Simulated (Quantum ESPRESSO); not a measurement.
## How cutoff, mesh and threshold together moves the magnetism of MnH2O2 (Pyrochroite)

Two starts of MnH2O2 (Pyrochroite) are run at each rung of cutoff, mesh and threshold together.

Method: LDA with U = 4 eV on Mn d (ortho-atomic projectors); plane waves with GBRV 1.5 LDA potentials, no spin-orbit coupling (settings of the first rung), in Quantum ESPRESSO 7.5.

## (1) The starting structure

Symmetry: P-3m1, No. 164, trigonal system. The conventional cell has a = 3.250 Å, b = 3.250 Å, c = 4.480 Å, α = 90.00°, β = 90.00°, γ = 120.00°. Nearest to Mn lie 6 O at 2.13 Å. H has 1 O at 0.99 Å nearest. O has 1 H at 0.99 Å and 3 Mn at 2.13 Å nearest. Farther neighbours and most contacts between anions are not listed.

The cell comes from the Crystallography Open Database.

## (2) Rung 1, start ferro +

Input file pw.in:

```
&CONTROL
  calculation = 'scf'
  prefix = 'pwscf'
  outdir = './tmp'
  pseudo_dir = './pseudo'
  disk_io = 'nowf'
/
&SYSTEM
  ibrav = 0
  celldm(1) = 8
  nat = 5
  ntyp = 3
  ecutwfc = 22
  ecutrho = 154
  nbnd = 25
  occupations = 'smearing'
  smearing = 'fd'
  degauss = 0.00367493
  nspin = 2
  starting_magnetization(1) = 0.3
  starting_magnetization(2) = 0
  starting_magnetization(3) = 0
/
&ELECTRONS
  conv_thr = 5d-06
  electron_maxstep = 150
  mixing_beta = 0.3
/
ATOMIC_SPECIES
Mn     54.9380 mn_lda_v1.5.uspp.F.UPF
H       1.0080 h_lda_v1.4.uspp.F.UPF
O      15.9990 o_lda_v1.2.uspp.F.UPF
CELL_PARAMETERS alat
   0.7677012381292    0.0000000000000    0.0000000000000
  -0.3838506190646    0.6648487747368    0.0000000000000
   0.0000000000000    0.0000000000000    1.0582466297904
ATOMIC_POSITIONS crystal
Mn      0.0000000000    0.0000000000    0.0000000000
H       0.3333333333    0.6666666667    0.4460000000
H       0.6666666667    0.3333333333    0.5540000000
O       0.3333333333    0.6666666667    0.2260000000
O       0.6666666667    0.3333333333    0.7740000000
K_POINTS automatic
4 4 2 0 0 0
HUBBARD {ortho-atomic}
U Mn-3d 4.0000
```

On the command line:

```sh
$ OMP_NUM_THREADS=1 mpirun -n 2 pw.x -nk 2 -in pw.in > pw.out
```

The log of the run:

```text
Program PWSCF v.7.5 starts

     Message from routine setup:
     using ibrav=0 with symmetry is DISCOURAGED, use correct ibrav instead

     K-points division:     npool     =       2
     Subspace diagonalization in iterative solution of the eigenvalue problem:

     bravais-lattice index     =            0
     lattice parameter (alat)  =       8.0000  a.u.
     unit-cell volume          =     276.5489 (a.u.)^3
     number of atoms/cell      =            5
     number of atomic types    =            3
     number of electrons       =        29.00
     number of Kohn-Sham states=           25
     kinetic-energy cutoff     =      22.0000  Ry
     charge density cutoff     =     154.0000  Ry
     scf convergence threshold =      5.0E-06
     mixing beta               =       0.3000
     number of iterations used =            8  plain     mixing
     Exchange-correlation= SLA  PZ   NOGX NOGC
                           (   1   1   0   0   0   0   0)
     Hubbard projectors: ortho-atomic
     Hubbard parameters of DFT+U (Dudarev formulation) in eV:
     U(Mn-3d) =  4.0000

     Internal variables: lda_plus_u =T, lda_plus_u_kind = 0

     Internal variables: orbital_resolved =F, hub_pot_fix =F, apply_U = F

     celldm(1)=   8.000000  celldm(2)=   0.000000  celldm(3)=   0.000000
     celldm(4)=   0.000000  celldm(5)=   0.000000  celldm(6)=   0.000000

     crystal axes: (cart. coord. in units of alat)
               a(1) = (   0.767701   0.000000   0.000000 )
               a(2) = (  -0.383851   0.664849   0.000000 )
               a(3) = (   0.000000   0.000000   1.058247 )

     reciprocal axes: (cart. coord. in units 2 pi/alat)
               b(1) = (  1.302590  0.752051 -0.000000 )
               b(2) = (  0.000000  1.504101  0.000000 )
               b(3) = (  0.000000 -0.000000  0.944959 )

     PseudoPot. # 1 for Mn read from file:
     mn_lda_v1.5.uspp.F.UPF
     Pseudo is Ultrasoft + core correction, Zval = 15.0

     PseudoPot. # 2 for H  read from file:
     h_lda_v1.4.uspp.F.UPF
     Pseudo is Ultrasoft, Zval =  1.0

     PseudoPot. # 3 for O  read from file:
     o_lda_v1.2.uspp.F.UPF
     Pseudo is Ultrasoft + core correction, Zval =  6.0

     atomic species   valence    mass     pseudopotential
     Mn               15.00    54.93800     Mn( 1.00)
     H                 1.00     1.00800     H ( 1.00)
     O                 6.00    15.99900     O ( 1.00)

     Starting magnetic structure
     atomic species   magnetization
     Mn              0.300
     H               0.000
     O               0.000

     12 Sym. Ops., with inversion, found

   Cartesian axes

     site n.     atom                  positions (alat units)
         1        Mn     tau(   1) = (   0.0000000   0.0000000   0.0000000  )
         2        H      tau(   2) = (  -0.0000000   0.4432325   0.4719780  )
         3        H      tau(   3) = (   0.3838506   0.2216163   0.5862686  )
         4        O      tau(   4) = (  -0.0000000   0.4432325   0.2391637  )
         5        O      tau(   5) = (   0.3838506   0.2216163   0.8190829  )

     number of k points=     8  Fermi-Dirac smearing, width (Ry)=  0.0037
                       cart. coord. in units 2pi/alat
        k(    1) = (   0.0000000   0.0000000   0.0000000), wk =   0.0312500
        k(    2) = (   0.0000000   0.0000000  -0.4724797), wk =   0.0312500
        k(    3) = (   0.0000000   0.3760254   0.0000000), wk =   0.1875000
        k(    4) = (   0.0000000   0.3760254  -0.4724797), wk =   0.1875000
        k(    5) = (   0.0000000  -0.7520507   0.0000000), wk =   0.0937500
        k(    6) = (   0.0000000  -0.7520507  -0.4724797), wk =   0.0937500
        k(    7) = (   0.3256475   0.5640380   0.0000000), wk =   0.1875000
        k(    8) = (   0.3256475   0.5640380  -0.4724797), wk =   0.1875000

     Dense  grid:     8937 G-vectors     FFT dimensions: (  25,  25,  36)

     Smooth grid:     3847 G-vectors     FFT dimensions: (  20,  20,  25)

     Check: negative core charge=   -0.000049
     Generating pointlists ...
     new r_m :   0.2078 (alat units)  1.6620 (a.u.) for type    1
     new r_m :   0.0960 (alat units)  0.7683 (a.u.) for type    2
     new r_m :   0.0960 (alat units)  0.7683 (a.u.) for type    3

     Initial potential from superposition of free atoms

     starting charge      28.4999, renormalised to      29.0000

     STARTING HUBBARD OCCUPATIONS:

     =================== HUBBARD OCCUPATIONS ===================
     ------------------------ ATOM    1 ------------------------
     Tr[ns(  1)] (up, down, total) =   5.00000  0.00000  5.00000
     Atomic magnetic moment for atom   1 =   5.00000
     [... lines left out ...]
     Number of occupied Hubbard levels =    5.0000

     Atomic wfc used for Hubbard projectors are orthogonalized

     Starting wfcs are   23 randomized atomic wfcs +    2 random wfcs

     Self-consistent Calculation

     iteration #  1     ecut=    22.00 Ry     beta= 0.30
     Davidson diagonalization with overlap
     ethr =  1.00E-02,  avg # of iterations =  4.8

     =================== HUBBARD OCCUPATIONS ===================
     ------------------------ ATOM    1 ------------------------
     Tr[ns(  1)] (up, down, total) =   4.91862  0.16357  5.08219
     Atomic magnetic moment for atom   1 =   4.75506
     [... lines left out ...]
     Number of occupied Hubbard levels =    5.0822

     total energy              =    -277.17979395 Ry
     estimated scf accuracy    <       0.70485754 Ry

     total magnetization       =     5.00 Bohr mag/cell
     absolute magnetization    =     5.00 Bohr mag/cell

     iteration #  2     ecut=    22.00 Ry     beta= 0.30
     Davidson diagonalization with overlap
     ethr =  2.43E-03,  avg # of iterations =  1.5

     total energy              =    -277.26564287 Ry
     estimated scf accuracy    <       0.06738372 Ry

     total magnetization       =     5.00 Bohr mag/cell
     absolute magnetization    =     5.00 Bohr mag/cell

     [... further iterations left out ...]

     iteration #  6     ecut=    22.00 Ry     beta= 0.30
     Davidson diagonalization with overlap
     ethr =  1.42E-07,  avg # of iterations =  2.0

     negative rho (up, down):  0.000E+00 1.557E-03

     total energy              =    -277.26651914 Ry
     estimated scf accuracy    <       0.00000651 Ry

     total magnetization       =     5.00 Bohr mag/cell
     absolute magnetization    =     5.00 Bohr mag/cell

     iteration #  7     ecut=    22.00 Ry     beta= 0.30
     Davidson diagonalization with overlap
     ethr =  2.24E-08,  avg # of iterations =  1.6

     negative rho (up, down):  0.000E+00 1.584E-03

     Magnetic moment per site  (integrated on atomic sphere of radius R)
     atom   1 (R=0.208)  charge= 12.4869  magn=  4.2334
     atom   2 (R=0.096)  charge=  0.3923  magn=  0.0040
     atom   3 (R=0.096)  charge=  0.3923  magn=  0.0040
     atom   4 (R=0.096)  charge=  1.9540  magn=  0.0376
     atom   5 (R=0.096)  charge=  1.9540  magn=  0.0376

     End of self-consistent calculation

     =================== HUBBARD OCCUPATIONS ===================
     ------------------------ ATOM    1 ------------------------
     Tr[ns(  1)] (up, down, total) =   4.96729  0.27259  5.23987
     Atomic magnetic moment for atom   1 =   4.69470
     [... lines left out ...]
     Number of occupied Hubbard levels =    5.2399

     [... lines left out ...]
     the Fermi energy is     8.0837 ev

!    total energy              =    -277.26652591 Ry
     estimated scf accuracy    <       0.00000068 Ry
     smearing contrib. (-TS)   =      -0.00000001 Ry
     internal energy E=F+TS    =    -277.26652591 Ry

     The total energy is F=E-TS. E is the sum of the following terms:
     one-electron contribution =    -169.87793622 Ry
     hartree contribution      =      96.85778009 Ry
     xc contribution           =     -42.06997567 Ry
     ewald contribution        =    -162.21786527 Ry
     Hubbard energy            =       0.04147116 Ry

     total magnetization       =     5.00 Bohr mag/cell
     absolute magnetization    =     5.00 Bohr mag/cell

     convergence has been achieved in   7 iterations

=------------------------------------------------------------------------------=
   JOB DONE.
=------------------------------------------------------------------------------=
```

The job ended after 3.2 s (2 MPI ranks of Intel Xeon Platinum 8175M at 2.50GHz (Skylake/Cascade Lake), shared host; peak memory 0.13 GiB; 5.8 s of CPU time).

Spin moment in the atom's sphere by atom:

```
atom  spin moment in the atom's sphere (μB)
 Mn1                                   4.23
  H2                                   0.00
  H3                                   0.00
  O4                                   0.04
  O5                                   0.04
```

Numbers from this step:

| Item | Value |
| --- | --- |
| magnetization | 5 μB |
| final state | ferromagnetic |

## (3) Rung 1, start antiferro q=(0,1/2,1/2) +-

The wavevector q is in fractions of the reciprocal vectors of the crystal's primitive cell, as the cells of these inputs are built from it; moments change sign between cells as cos(2π q·R).

Input file pw.in:

```
&CONTROL
  calculation = 'scf'
  prefix = 'pwscf'
  outdir = './tmp'
  pseudo_dir = './pseudo'
  disk_io = 'nowf'
/
&SYSTEM
  ibrav = 0
  celldm(1) = 8
  nat = 10
  ntyp = 4
  ecutwfc = 22
  ecutrho = 154
  nbnd = 41
  occupations = 'smearing'
  smearing = 'fd'
  degauss = 0.00367493
  nspin = 2
  starting_magnetization(1) = 0.3
  starting_magnetization(2) = -0.3
  starting_magnetization(3) = 0
  starting_magnetization(4) = 0
/
&ELECTRONS
  conv_thr = 1d-05
  electron_maxstep = 150
  mixing_beta = 0.3
/
ATOMIC_SPECIES
Mn1    54.9380 mn_lda_v1.5.uspp.F.UPF
Mn2    54.9380 mn_lda_v1.5.uspp.F.UPF
H       1.0080 h_lda_v1.4.uspp.F.UPF
O      15.9990 o_lda_v1.2.uspp.F.UPF
CELL_PARAMETERS alat
   0.7677012381292    0.0000000000000    0.0000000000000
  -0.7677012381292    1.3296975494736    0.0000000000000
  -0.3838506190646    0.6648487747368    1.0582466297904
ATOMIC_POSITIONS crystal
Mn1     0.0000000000    0.0000000000    0.0000000000
Mn2     0.0000000000    0.5000000000    0.0000000000
H       0.3333333333    0.1103333333    0.4460000000
H       0.3333333333    0.6103333333    0.4460000000
H       0.6666666667    0.8896666666    0.5540000000
H       0.6666666667    0.3896666666    0.5540000000
O       0.3333333333    0.2203333334    0.2260000000
O       0.3333333333    0.7203333333    0.2260000000
O       0.6666666667    0.7796666666    0.7740000000
O       0.6666666667    0.2796666666    0.7740000000
K_POINTS automatic
4 2 2 0 0 0
HUBBARD {ortho-atomic}
U Mn1-3d 4.0000
U Mn2-3d 4.0000
```

The log of the run:

```text
     [... lines left out ...]
Program PWSCF v.7.5 starts
     [... lines left out ...]
     number of atoms/cell      =           10
     [... lines left out ...]
     number of electrons       =        58.00
     number of Kohn-Sham states=           41
     kinetic-energy cutoff     =      22.0000  Ry
     charge density cutoff     =     154.0000  Ry
     scf convergence threshold =      1.0E-05
     [... lines left out ...]
      4 Sym. Ops., with inversion, found
     [... lines left out ...]
     number of k points=    10  Fermi-Dirac smearing, width (Ry)=  0.0037
     [... lines left out ...]
     iteration #  7     ecut=    22.00 Ry     beta= 0.30
     [... lines left out ...]
     Magnetic moment per site  (integrated on atomic sphere of radius R)
     atom   1 (R=0.208)  charge= 12.4845  magn=  4.2230
     atom   2 (R=0.208)  charge= 12.4845  magn= -4.2230
     atom   3 (R=0.096)  charge=  0.3895  magn= -0.0013
     atom   4 (R=0.096)  charge=  0.3895  magn=  0.0013
     atom   5 (R=0.096)  charge=  0.3895  magn= -0.0013
     atom   6 (R=0.096)  charge=  0.3895  magn=  0.0013
     atom   7 (R=0.096)  charge=  1.9463  magn= -0.0130
     atom   8 (R=0.096)  charge=  1.9463  magn=  0.0130
     atom   9 (R=0.096)  charge=  1.9463  magn= -0.0130
     atom  10 (R=0.096)  charge=  1.9463  magn=  0.0130
     [... lines left out ...]
     Tr[ns(  1)] (up, down, total) =   4.96405  0.27669  5.24074
     [... lines left out ...]
     Tr[ns(  2)] (up, down, total) =   0.27670  4.96405  5.24074
     [... lines left out ...]
     the Fermi energy is     8.1077 ev
!    total energy              =    -554.54958149 Ry
     estimated scf accuracy    <       0.00000691 Ry
     smearing contrib. (-TS)   =      -0.00000000 Ry
     [... lines left out ...]
     total magnetization       =    -0.00 Bohr mag/cell
     absolute magnetization    =     9.64 Bohr mag/cell
     convergence has been achieved in   7 iterations
```

The job ended after 9.3 s (2 MPI ranks; peak memory 0.21 GiB; 18 s of CPU time).

Spin moment in the atom's sphere by atom:

```
atom  spin moment in the atom's sphere (μB)
 Mn1                                   4.22
 Mn2                                  -4.22
  H3                                   0.00
  H4                                   0.00
  H5                                   0.00
  H6                                   0.00
  O7                                  -0.01
  O8                                   0.01
  O9                                  -0.01
 O10                                   0.01
```

This step gave:

- magnetization: 0 μB
- final state: antiferromagnetic

## (4) Rung 2, start ferro +

Input file pw.in:

```
&CONTROL
  calculation = 'scf'
  prefix = 'pwscf'
  outdir = './tmp'
  pseudo_dir = './pseudo'
  disk_io = 'nowf'
/
&SYSTEM
  ibrav = 0
  celldm(1) = 8
  nat = 5
  ntyp = 3
  ecutwfc = 30
  ecutrho = 210
  nbnd = 25
  occupations = 'smearing'
  smearing = 'fd'
  degauss = 0.00367493
  nspin = 2
  starting_magnetization(1) = 0.3
  starting_magnetization(2) = 0
  starting_magnetization(3) = 0
/
&ELECTRONS
  conv_thr = 5d-07
  electron_maxstep = 150
  mixing_beta = 0.3
/
ATOMIC_SPECIES
Mn     54.9380 mn_lda_v1.5.uspp.F.UPF
H       1.0080 h_lda_v1.4.uspp.F.UPF
O      15.9990 o_lda_v1.2.uspp.F.UPF
CELL_PARAMETERS alat
   0.7677012381292    0.0000000000000    0.0000000000000
  -0.3838506190646    0.6648487747368    0.0000000000000
   0.0000000000000    0.0000000000000    1.0582466297904
ATOMIC_POSITIONS crystal
Mn      0.0000000000    0.0000000000    0.0000000000
H       0.3333333333    0.6666666667    0.4460000000
H       0.6666666667    0.3333333333    0.5540000000
O       0.3333333333    0.6666666667    0.2260000000
O       0.6666666667    0.3333333333    0.7740000000
K_POINTS automatic
6 6 6 0 0 0
HUBBARD {ortho-atomic}
U Mn-3d 4.0000
```

The log of the run:

```text
     [... lines left out ...]
Program PWSCF v.7.5 starts
     [... lines left out ...]
     number of atoms/cell      =            5
     [... lines left out ...]
     number of electrons       =        29.00
     number of Kohn-Sham states=           25
     kinetic-energy cutoff     =      30.0000  Ry
     charge density cutoff     =     210.0000  Ry
     scf convergence threshold =      5.0E-07
     [... lines left out ...]
     12 Sym. Ops., with inversion, found
     [... lines left out ...]
     number of k points=    34  Fermi-Dirac smearing, width (Ry)=  0.0037
     [... lines left out ...]
     iteration #  8     ecut=    30.00 Ry     beta= 0.30
     [... lines left out ...]
     Magnetic moment per site  (integrated on atomic sphere of radius R)
     atom   1 (R=0.208)  charge= 12.4232  magn=  4.1850
     atom   2 (R=0.096)  charge=  0.3895  magn=  0.0040
     atom   3 (R=0.096)  charge=  0.3895  magn=  0.0040
     atom   4 (R=0.096)  charge=  2.0035  magn=  0.0390
     atom   5 (R=0.096)  charge=  2.0035  magn=  0.0390
     [... lines left out ...]
     Tr[ns(  1)] (up, down, total) =   4.97057  0.26420  5.23477
     [... lines left out ...]
     the Fermi energy is     8.2713 ev
!    total energy              =    -278.04872113 Ry
     estimated scf accuracy    <       0.00000008 Ry
     smearing contrib. (-TS)   =      -0.00000001 Ry
     [... lines left out ...]
     total magnetization       =     5.00 Bohr mag/cell
     absolute magnetization    =     5.00 Bohr mag/cell
     convergence has been achieved in   8 iterations
```

The job ended after 13 s (2 MPI ranks; peak memory 0.2 GiB; 25 s of CPU time).

Read from the output:

```yaml
magnetization: 5 μB
final_state: ferromagnetic
largest_moment: 4.185 μB
```

[end of part 1 of 2]

[Logs and program files are shortened in this print: banners, set-up blocks, solver, clock and traceback lines can be left out without a mark of their own.]

[Logs are printed without paths, hosts, clocks, repeated set-up lines and the standing remarks that a program may print on its own settings, such as how far it seeks lower states.]

[Hosts, paths, dates, database ids (printed as entryN), source tags and the programs' standing remarks are cut or masked in the printed files.]

[Where a cell is said to come from a database of computed structures, the database is the Materials Project.]
